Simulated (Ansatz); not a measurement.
# Rb3Br2F: complex band structure, part 2 of 2

Aim: relax a made-up compound, Rb3Br2F, and see how good a tunnel barrier it would be. It is built by putting F for Cl in the Rb3Br2Cl structure of space group I4/mmm, with the volume rescaled by atomic radii. The parent structure comes from the Materials Project.

Ansatz 0.2.0; PBE DFT, plane waves, PAW files (the session's first sound run).

So far, gap on the k-mesh (eV): step 3 (band edges) 4.09.

The structure was built from a prototype and need not be the compound's stable phase.

### 4. Complex bands

This step: PBE DFT, plane waves, PAW files; complex bands by layer matching along the plane's normal (Ansatz 0.2.0).

The same crystal is laid in a cell whose first two vectors span the (001) plane (indices of the standard conventional cell, whose axes can be ordered otherwise than in the bulk input). At fixed energy and wavevector in the plane the solver finds all kz, real and complex. A few wavevectors are listed, (0, 0) and (0.5, 0) in units of the plane's reciprocal vectors; the slowest state needn't be among them.

input.yaml

```yaml
crystal:
  lattice:
    - [4.796993508, 0.0, 0.0]
    - [0.0, 4.796993508, 0.0]
    - [2.398496754, 2.398496754, 9.772136858]
  atoms:
    - { symbol: Rb, position: [0.3515650149, 0.3515650149, 0.2968699702] }
    - { symbol: Rb, position: [0.0, 0.0, 0.0] }
    - { symbol: Rb, position: [0.6484349851, 0.6484349851, 0.7031300298] }
    - { symbol: Br, position: [0.1680731813, 0.1680731813, 0.6638536374] }
    - { symbol: Br, position: [0.8319268187, 0.8319268187, 0.3361463626] }
    - { symbol: F, position: [0.5, 0.5, 0.0] }
kpoints:
  mp_grid: { grid: [6, 6, 6] }
scf:
  occupations: { method: fixed }
hamiltonian:
  xc: pbe
output:
  eigenvalues: true
  transmission:
    leads: [[0, 0]]
    kpoints: [[0.0, 0.0], [0.5, 0.0]]
    e_range: [-1.0, 5.09]
    de: 0.1
```

Command:

```bash
ansatz run input.yaml --threads 2 --pin off --max-ram 4096MiB --backend cpu --events-out ev --progress --plain --runs-dir out
```

Numbers of over 12 decimals in the logs are rounded to 6 here.

The program printed:

```text
[...]
Crystal: 6 atoms, lattice volume = 224.868 Å³
Basis set: ecut = 420 eV, 4421 PW (Γ)
Bands: 30, of which v1, the nominal top of the filled ones, is band 24 counted from 1 (23 counted from 0)
Symmetry: 16 space group operations
[...]
k-points: 30 of 216
[...]
SCF iter   1: F=—  HF=-16185.912390 eV  |F-HF|=—  |Δ(HF+E_count)|=         —  Δρ=1.57e-3  dr2=1.10e-2  ethr=1.77e-3  ⟨swp⟩=5.7  Hψ=3761  notcnv=0  defer=83
[...]
SCF iter   7: F=-16185.908104 eV  HF=-16185.908104 eV  |F-HF|=1.70e-8  |Δ(HF+E_count)|=   2.30e-7  Δρ=2.62e-6  dr2=2.25e-8  ethr=2.08e-10  ⟨swp⟩=13.7  Hψ=5159  notcnv=0
SCF 1 converged in 7 iterations: F = -16185.908104 eV  dr2 = 2.25e-8
[...]
transmission: 18 of 36 steps passed
transmission: 36 of 36 steps passed
SCF converged after 7 iterations
Free energy (F): -16185.908104 eV
[...]
Internal energy: -16185.908104 eV  (E = F + TS)
E sigma→0 (E₀):  -16185.908104 eV
Fermi energy:    1.037181 eV
[...]
--- Band table (eV; the first three rows and the last of 30) ---
  k-point 0: bands = [... 20 lower, 0.8734, 0.9259, 1.0372, 1.0372, 5.1251, 7.0370, 7.0423, 7.2215, ... 2 higher]
  k-point 1: bands = [... 20 lower, 0.8764, 0.8764, 1.0335, 1.0335, 5.2178, 6.8354, 6.8740, 7.2535, ... 2 higher]
  k-point 2: bands = [... 20 lower, 0.8830, 0.8830, 1.0256, 1.0256, 5.4539, 6.4025, 6.7710, 7.4759, ... 2 higher]
  k-point 29: bands = [... 20 lower, 0.5895, 0.8141, 0.8228, 0.8341, 7.0386, 7.2342, 7.8922, 8.0125, ... 2 higher]
--- Transmission ---
  basis      : 197 plane waves across, 18 finite elements along
  points     : 2, as listed
  energies   : 61 from -1.000000 to 5.000000 eV about the Fermi level, 0.100000 eV apart; the leads are filled to 2.043949 eV, and channels, transmission and decay are at 2.000000 eV
  crystal 0  : Br2Rb3F1, at the sites [0, 0], period 9.7721 Å: whole cells are its period
    offset         : up to 0.0000 Å between an atom of the period and one for which it stands
    channels       : 0.000000e0 a spin
    conductance    : none, the energies end too early or step too widely for 300 K: set another output.transmission.e_range or a lower de, or, where they end at an eighth of basis.ecutwfc, a higher one
    slowest decay  : 0.3402 /Å at (0.0000, 0.0000)
```

Wall time 38 s (2 threads of Intel Xeon 6975P-C (Granite Rapids), shared host); peak memory 0.79 GiB; 55 s of CPU time.

Numbers from this step:

```
level to which the leads are filled                       : 2.044 eV from the Fermi level
decay constant at the filling level, zone centre          : 0.3402 Å⁻¹
decay constant at the filling level, slowest listed point : 0.3402 Å⁻¹
```

K parallel (0, 0); values up to 1.5 1/Å, a degenerate pair printed once or twice; energies at which all values exceed this have no row. The Im kz of the slowest decaying states by energy, zero at the highest filled level on the SCF mesh:

```csv
energy (eV),decay 1 (Å⁻¹),decay 2 (Å⁻¹),decay 3 (Å⁻¹),decay 4 (Å⁻¹)
-1.00,0.263,0.828,1.36,1.38
-0.80,0.139,0.764,1.34,1.36
-0.50,0.143,0.585,0.644,1.31
-0.30,0.267,0.468,0.759,1.29
0.00,0.00505,0.134,0.353,0.843
0.20,0.209,0.388,0.469,0.879
0.40,0.252,0.415,0.561,0.906
0.70,0.292,0.445,0.628,0.936
0.90,0.310,0.460,0.654,0.950
1.20,0.328,0.478,0.679,0.967
1.40,0.335,0.487,0.689,0.975
1.60,0.339,0.494,0.695,0.981
1.90,0.341,0.503,0.700,0.988
2.10,0.339,0.507,0.700,0.991
2.40,0.331,0.511,0.698,0.982
2.60,0.323,0.513,0.694,0.953
2.80,0.311,0.513,0.689,0.923
3.10,0.287,0.513,0.679,0.876
3.30,0.266,0.511,0.671,0.844
3.60,0.220,0.507,0.657,0.792
3.80,0.175,0.503,0.647,0.755
4.00,0.101,0.498,0.635,0.716
4.30,0.490,0.616,0.652,0.759
4.50,0.484,0.602,0.606,0.736
4.80,0.0640,0.475,0.528,0.579
5.00,0.0534,0.468,0.468,0.562
```

K parallel (0.5, 0); values up to 1.5 1/Å, a degenerate pair printed once or twice; energies at which all values exceed this have no row. Im kz of the slowest decaying states against energy, zero at the highest filled level on the SCF mesh:

```csv
energy (eV),decay 1 (Å⁻¹),decay 2 (Å⁻¹),decay 3 (Å⁻¹),decay 4 (Å⁻¹)
-1.000,0.110,0.679,0.759,-
-0.500,0.338,0.534,-,-
0.000,0.292,0.669,0.670,-
0.500,0.383,0.741,0.766,-
1.000,0.426,0.772,0.806,1.48
1.500,0.450,0.784,0.824,1.43
2.000,0.464,0.786,0.830,1.38
2.500,0.469,0.780,0.827,1.32
3.000,0.469,0.767,0.819,1.26
3.500,0.463,0.749,0.805,1.20
4.000,0.451,0.726,0.788,1.13
4.500,0.432,0.698,0.766,1.06
5.000,0.405,0.665,0.741,0.974
```

At the listed wavevectors the last open channel is at -0.20 eV and the next at +4.10 eV on the grid. At +2.00 eV, the grid energy nearest the filling level (the middle of the gap on the SCF mesh), the slowest state at the listed wavevectors decays with κ = 0.340 Å⁻¹, its amplitude falling by e over 2.9 Å. Through 1 nm of this crystal that state's transmission falls by exp(−2 × 0.340 Å⁻¹ × 10 Å) = 0.0011.

### 5. Band edges at another level

This step: PBEsol DFT, plane waves, PAW files (Ansatz 0.2.0).

The edges again with PBEsol, at the same atoms.

input.yaml

```yaml
crystal:
  lattice:
    - [-2.3984967542, 2.3984967542, 9.7721368585]
    - [2.3984967542, -2.3984967542, 9.7721368585]
    - [2.3984967542, 2.3984967542, -9.7721368585]
  atoms:
    - { symbol: Rb, position: [0.6484349851, 0.6484349851, 0.0] }
    - { symbol: Rb, position: [0.0, 0.0, 0.0] }
    - { symbol: Rb, position: [0.3515650149, 0.3515650149, 0.0] }
    - { symbol: Br, position: [0.8319268187, 0.8319268187, 0.0] }
    - { symbol: Br, position: [0.1680731813, 0.1680731813, 0.0] }
    - { symbol: F, position: [0.5, 0.5, 0.0] }
kpoints:
  mp_grid: { grid: [8, 8, 8] }
  band_path: { path: [VBM, CBM], npoints: 30 }
scf:
  occupations: { method: fixed }
hamiltonian:
  xc: pbesol
output:
  eigenvalues: true
```

The program printed:

```text
[...]
Crystal: 6 atoms, lattice volume = 224.868 Å³
Basis set: ecut = 420 eV, 4421 PW (Γ), FFT grids on a1+a3, a2+a3, a3
Bands: 30, of which v1, the nominal top of the filled ones, is band 24 counted from 1 (23 counted from 0)
Symmetry: 16 space group operations
[...]
k-points: 59 of 512
[...]
SCF iter   1: F=—  HF=-15933.314484 eV  |F-HF|=—  |Δ(HF+E_count)|=         —  Δρ=5.42e-3  dr2=5.64e-2  ethr=1.77e-3  ⟨swp⟩=5.8  Hψ=7435  notcnv=0  defer=157
[...]
SCF iter   7: F=-15933.301742 eV  HF=-15933.301742 eV  |F-HF|=2.11e-8  |Δ(HF+E_count)|=   2.14e-7  Δρ=1.79e-6  dr2=1.25e-8  ethr=2.08e-10  ⟨swp⟩=13.7  Hψ=9127  notcnv=0
SCF 1 converged in 7 iterations: F = -15933.301742 eV  dr2 = 1.25e-8
[...]
SCF converged after 7 iterations
Free energy (F): -15933.301742 eV
[...]
Internal energy: -15933.301742 eV  (E = F + TS)
E sigma→0 (E₀):  -15933.301742 eV
Fermi energy:    0.941169 eV
[...]
--- Band table (eV; the first three rows and the last of 59) ---
  k-point 0: bands = [... 20 lower, 0.7744, 0.8301, 0.9412, 0.9412, 4.9499, 6.8460, 6.8896, 7.0128, ... 2 higher]
  k-point 1: bands = [... 20 lower, 0.6740, 0.7090, 0.8632, 0.8980, 5.3693, 7.1757, 7.2408, 7.3026, ... 2 higher]
  k-point 2: bands = [... 20 lower, 0.4806, 0.5792, 0.8095, 0.8154, 6.2528, 7.3976, 7.7243, 7.7579, ... 2 higher]
  k-point 58: bands = [... 20 lower, 0.7877, 0.7877, 0.9251, 0.9251, 5.5134, 5.9212, 6.5644, 7.4078, ... 2 higher]
```

It took 11 s on 2 threads; peak memory 0.64 GiB; 21 s of CPU time.

This step gave:

- free energy: -15933.3017 eV
- Fermi energy: 0.9412 eV
- gap on the k-mesh: 4.009 eV
- gap on path: 4.009 eV, by band count; negative where bands overlap
- direct gap on path: 4.009 eV

Levels at VBM (eV): -0.77, -0.64, -0.52, -0.52, -0.17, -0.17, -0.11, 0.00, 0.00, 4.01, 5.90, 5.95, 6.07, 6.33, 7.50.

The searched edges give 4.01 eV, as on the mesh.

### 6. Complex bands at another level

This step: PBEsol DFT, plane waves, PAW files; complex bands by layer matching along the plane's normal (Ansatz 0.2.0).

The complex bands at that level, over its own gap, at (0, 0) and (0.5, 0).

input.yaml

```yaml
crystal:
  lattice:
    - [4.796993508, 0.0, 0.0]
    - [0.0, 4.796993508, 0.0]
    - [2.398496754, 2.398496754, 9.772136858]
  atoms:
    - { symbol: Rb, position: [0.3515650149, 0.3515650149, 0.2968699702] }
    - { symbol: Rb, position: [0.0, 0.0, 0.0] }
    - { symbol: Rb, position: [0.6484349851, 0.6484349851, 0.7031300298] }
    - { symbol: Br, position: [0.1680731813, 0.1680731813, 0.6638536374] }
    - { symbol: Br, position: [0.8319268187, 0.8319268187, 0.3361463626] }
    - { symbol: F, position: [0.5, 0.5, 0.0] }
kpoints:
  mp_grid: { grid: [6, 6, 6] }
scf:
  occupations: { method: fixed }
hamiltonian:
  xc: pbesol
output:
  eigenvalues: true
  transmission:
    leads: [[0, 0]]
    kpoints: [[0.0, 0.0], [0.5, 0.0]]
    e_range: [-1.0, 5.01]
    de: 0.1
```

The program printed:

```text
[...]
Crystal: 6 atoms, lattice volume = 224.868 Å³
Basis set: ecut = 420 eV, 4421 PW (Γ)
Bands: 30, of which v1, the nominal top of the filled ones, is band 24 counted from 1 (23 counted from 0)
Symmetry: 16 space group operations
[...]
k-points: 30 of 216
[...]
SCF iter   1: F=—  HF=-15933.314323 eV  |F-HF|=—  |Δ(HF+E_count)|=         —  Δρ=5.42e-3  dr2=5.64e-2  ethr=1.77e-3  ⟨swp⟩=5.9  Hψ=3760  notcnv=0  defer=82
[...]
SCF iter   7: F=-15933.301734 eV  HF=-15933.301734 eV  |F-HF|=1.87e-8  |Δ(HF+E_count)|=   1.42e-7  Δρ=1.72e-6  dr2=1.19e-8  ethr=2.08e-10  ⟨swp⟩=13.6  Hψ=4638  notcnv=0
SCF 1 converged in 7 iterations: F = -15933.301734 eV  dr2 = 1.19e-8
[...]
transmission: 18 of 36 steps passed
transmission: 36 of 36 steps passed
SCF converged after 7 iterations
Free energy (F): -15933.301734 eV
[...]
Internal energy: -15933.301734 eV  (E = F + TS)
E sigma→0 (E₀):  -15933.301734 eV
Fermi energy:    0.941172 eV
[...]
--- Band table (eV; the first three rows and the last of 30) ---
  k-point 0: bands = [... 20 lower, 0.7744, 0.8301, 0.9412, 0.9412, 4.9499, 6.8460, 6.8896, 7.0128, ... 2 higher]
  k-point 1: bands = [... 20 lower, 0.7775, 0.7775, 0.9374, 0.9374, 5.0458, 6.6393, 6.7015, 7.0811, ... 2 higher]
  k-point 2: bands = [... 20 lower, 0.7841, 0.7841, 0.9294, 0.9294, 5.2937, 6.1984, 6.5992, 7.2982, ... 2 higher]
  k-point 29: bands = [... 20 lower, 0.4914, 0.7152, 0.7222, 0.7340, 6.8683, 7.0644, 7.7346, 7.8684, ... 2 higher]
--- Transmission ---
  basis      : 197 plane waves across, 18 finite elements along
  points     : 2, as listed
[...]
crystal 0  : Br2Rb3F1, at the sites [0, 0], period 9.7721 Å: whole cells are its period
[...]
channels       : 0.000000e0 a spin
[...]
slowest decay  : 0.3335 /Å at (0.0000, 0.0000)
```

The job ended after 43 s (2 threads; peak memory 0.79 GiB; 60 s of CPU time).

Numbers from this step:

- level to which the leads are filled: 2.004 eV from the Fermi level
- decay constant at the filling level, zone centre: 0.3335 Å⁻¹
- decay constant at the filling level, slowest listed point: 0.3335 Å⁻¹

K parallel (0, 0); values up to 1.5 1/Å, a degenerate pair printed once or twice; energies at which all values exceed this have no row. Table of Im kz of the slowest decaying states by energy, zero at the highest filled level on the SCF mesh:

```csv
energy (eV),decay 1 (Å⁻¹),decay 2 (Å⁻¹),decay 3 (Å⁻¹),decay 4 (Å⁻¹)
-1.00,0.259,0.828,1.35,1.37
-0.80,0.131,0.766,1.33,1.35
-0.50,0.118,0.558,0.581,1.30
-0.30,0.259,0.462,0.744,1.28
0.00,0.00784,0.132,0.348,0.835
0.20,0.206,0.384,0.466,0.873
0.40,0.248,0.410,0.557,0.901
0.70,0.288,0.440,0.624,0.931
0.90,0.305,0.456,0.650,0.946
1.20,0.322,0.474,0.675,0.963
1.40,0.329,0.483,0.685,0.971
1.60,0.333,0.491,0.691,0.978
1.90,0.334,0.499,0.696,0.985
2.10,0.332,0.503,0.696,0.988
2.40,0.323,0.507,0.693,0.970
2.60,0.314,0.509,0.689,0.941
2.80,0.302,0.509,0.684,0.911
3.10,0.276,0.508,0.674,0.863
3.30,0.252,0.507,0.666,0.830
3.60,0.202,0.502,0.652,0.777
3.80,0.149,0.498,0.642,0.740
4.00,0.0314,0.494,0.630,0.700
4.30,0.486,0.610,0.635,0.746
4.50,0.480,0.587,0.596,0.723
4.80,0.0526,0.471,0.506,0.573
5.00,0.442,0.464,0.555,0.666
```

K parallel (0.5, 0); values up to 1.5 1/Å, a degenerate pair printed once or twice; energies at which all values exceed this have no row. The Im kz of the slowest decaying states by energy, zero at the highest filled level on the SCF mesh:

```csv
energy (eV),decay 1 (Å⁻¹),decay 2 (Å⁻¹),decay 3 (Å⁻¹),decay 4 (Å⁻¹)
-1.00,0.0754,0.676,0.758,-
-0.70,0.178,0.482,0.613,-
-0.40,0.140,0.437,0.500,-
-0.10,0.248,0.625,0.641,-
0.00,0.288,0.665,0.666,-
0.20,0.336,0.702,0.716,-
0.50,0.380,0.736,0.762,-
0.80,0.408,0.757,0.790,1.49
1.10,0.428,0.770,0.807,1.46
1.40,0.443,0.778,0.818,1.43
1.70,0.453,0.781,0.823,1.40
2.00,0.460,0.780,0.826,1.37
2.30,0.464,0.777,0.825,1.34
2.60,0.466,0.772,0.822,1.30
2.90,0.466,0.764,0.817,1.27
3.20,0.463,0.754,0.810,1.23
3.50,0.458,0.742,0.801,1.19
3.80,0.452,0.728,0.791,1.15
4.10,0.443,0.713,0.779,1.11
4.40,0.432,0.695,0.766,1.06
4.70,0.418,0.674,0.752,1.02
5.00,0.399,0.650,0.736,0.966
```

At the listed wavevectors the last open channel is at -0.20 eV and the next at +4.10 eV on the grid. At +2.00 eV, the grid energy nearest the filling level (the middle of the gap on the SCF mesh), the slowest state at the listed wavevectors decays with κ = 0.334 Å⁻¹, its amplitude falling by e over 3.0 Å; the first such run, plane (001), gave 0.340 Å⁻¹.

### 7. The same cell, other settings

This step: PBE DFT, plane waves, PAW files; complex bands by layer matching along the plane's normal; changed: output.transmission.e_range = [-0.1, 0.1], output.transmission.de = 0.02, output.transmission.temperature = 900.0 (Ansatz 0.2.0).

This run repeats an earlier one, its twin (the complex run, plane (001)), with three settings changed (output.transmission.e_range, output.transmission.de, output.transmission.temperature; files written aside). It is meant to test what the energy window and step decide and how the leads' temperature enters. Where the input is shown as a difference, that is against the step before, not the twin.

Changes to input.yaml since step 6:

```diff
@@ -17,3 +17,3 @@
 hamiltonian:
-  xc: pbesol
+  xc: pbe
 output:
@@ -23,3 +23,4 @@
     kpoints: [[0.0, 0.0], [0.5, 0.0]]
-    e_range: [-1.0, 5.01]
-    de: 0.1
+    e_range: [-0.1, 0.1]
+    de: 0.02
+    temperature: 900.0
```

The program printed:

```text
[...]
Crystal: 6 atoms, lattice volume = 224.868 Å³
Basis set: ecut = 420 eV, 4421 PW (Γ)
Bands: 30, of which v1, the nominal top of the filled ones, is band 24 counted from 1 (23 counted from 0)
Symmetry: 16 space group operations
[...]
k-points: 30 of 216
[...]
SCF iter   1: F=—  HF=-16185.912390 eV  |F-HF|=—  |Δ(HF+E_count)|=         —  Δρ=1.57e-3  dr2=1.10e-2  ethr=1.77e-3  ⟨swp⟩=5.7  Hψ=3761  notcnv=0  defer=83
[...]
SCF iter   7: F=-16185.908104 eV  HF=-16185.908104 eV  |F-HF|=1.70e-8  |Δ(HF+E_count)|=   2.30e-7  Δρ=2.62e-6  dr2=2.25e-8  ethr=2.08e-10  ⟨swp⟩=13.7  Hψ=5159  notcnv=0
SCF 1 converged in 7 iterations: F = -16185.908104 eV  dr2 = 2.25e-8
[...]
transmission: 16 of 32 steps passed
transmission: 32 of 32 steps passed
SCF converged after 7 iterations
Free energy (F): -16185.908104 eV
[...]
Internal energy: -16185.908104 eV  (E = F + TS)
E sigma→0 (E₀):  -16185.908104 eV
Fermi energy:    1.037181 eV
[...]
--- Band table (eV; the first three rows and the last of 30) ---
  k-point 0: bands = [... 20 lower, 0.8734, 0.9259, 1.0372, 1.0372, 5.1251, 7.0370, 7.0423, 7.2215, ... 2 higher]
  k-point 1: bands = [... 20 lower, 0.8764, 0.8764, 1.0335, 1.0335, 5.2178, 6.8354, 6.8740, 7.2535, ... 2 higher]
  k-point 2: bands = [... 20 lower, 0.8830, 0.8830, 1.0256, 1.0256, 5.4539, 6.4025, 6.7710, 7.4759, ... 2 higher]
  k-point 29: bands = [... 20 lower, 0.5895, 0.8141, 0.8228, 0.8341, 7.0386, 7.2342, 7.8922, 8.0125, ... 2 higher]
--- Transmission ---
  basis      : 197 plane waves across, 16 finite elements along
  points     : 2, as listed
[...]
crystal 0  : Br2Rb3F1, at the sites [0, 0], period 9.7721 Å: whole cells are its period
[...]
channels       : 0.000000e0 a spin
    conductance    : none, crystal 0 has no channel at the energies, or these end too early or step too widely for 900 K: set another output.transmission.e_range or a lower de, or, where they end at an eighth of basis.ecutwfc, a higher one
    slowest decay  : 0.1782 /Å at (0.0000, 0.0000)
```

Wall time 13 s (2 threads); peak memory 0.61 GiB; 21 s of CPU time.

Numbers from this step:

* free energy: -16185.9081 eV
* Fermi energy: 1.037 eV
* gap on the k-mesh: 4.088 eV
* level to which the leads are filled: 2.044 eV from the Fermi level

K parallel (0, 0); values up to 1.5 1/Å, a degenerate pair printed once or twice; energies at which all values exceed this have no row. The Im kz of the slowest decaying states by energy, zero at the highest filled level on the SCF mesh:

```csv
energy (eV),decay 1 (Å⁻¹),decay 2 (Å⁻¹),decay 3 (Å⁻¹),decay 4 (Å⁻¹)
-0.1000,0.0446,0.236,0.330,0.820
-0.0800,0.0735,0.239,0.335,0.825
-0.0600,0.0933,0.227,0.340,0.830
-0.0400,0.109,0.193,0.344,0.834
-0.0200,0.0966,0.122,0.349,0.839
0.0000,0.00529,0.134,0.353,0.843
0.0200,0.145,0.212,0.357,0.847
0.0400,0.154,0.277,0.361,0.851
0.0600,0.163,0.321,0.365,0.855
0.0800,0.171,0.354,0.368,0.859
0.1000,0.178,0.372,0.381,0.863
```

K parallel (0.5, 0); values up to 1.5 1/Å, a degenerate pair printed once or twice; energies at which all values exceed this have no row. Table of Im kz of the slowest decaying states by energy, zero at the highest filled level on the SCF mesh:

```csv
energy (eV),decay 1 (Å⁻¹),decay 2 (Å⁻¹),decay 3 (Å⁻¹)
-0.1000,0.252,0.629,0.645
-0.0800,0.262,0.638,0.650
-0.0600,0.270,0.647,0.655
-0.0400,0.278,0.654,0.660
-0.0200,0.285,0.662,0.665
0.0000,0.292,0.669,0.670
0.0200,0.298,0.674,0.675
0.0400,0.304,0.678,0.681
0.0600,0.309,0.682,0.687
0.0800,0.314,0.686,0.693
0.1000,0.319,0.690,0.698
```

### 8. Results

- band gap: 4.09 eV
- least decay constant at mid-gap, normal to (001): 0.340 Å⁻¹
- least decay constant, PBEsol: 0.334 Å⁻¹

In words: With PBE, the slowest decay at the wavevectors tried is κ = 0.340 Å⁻¹, normal to (001). Through such a film the transmission near mid-gap falls as exp(−2κd), a factor of ten every 3.4 Å. A free electron under a barrier of half the gap would need a mass of 0.22 mₑ to decay at this rate. With PBEsol the gap goes from 4.09 to 4.01 eV and the decay constant, over the first 2 listed wavevectors, from 0.340 to 0.334 Å⁻¹. The compound is made up by substitution; its stability against other phases and against distortions of the cell's symmetry was not tested. A semilocal functional narrows gaps, so real decay constants are likely larger.

[Logs are printed without paths, hosts, clocks, repeated set-up lines and the standing remarks that a program may print on its own settings, such as how far it seeks lower states.]

[Hosts, paths, dates, database ids (printed as entryN), source tags and the programs' standing remarks are cut or masked in the printed files.]
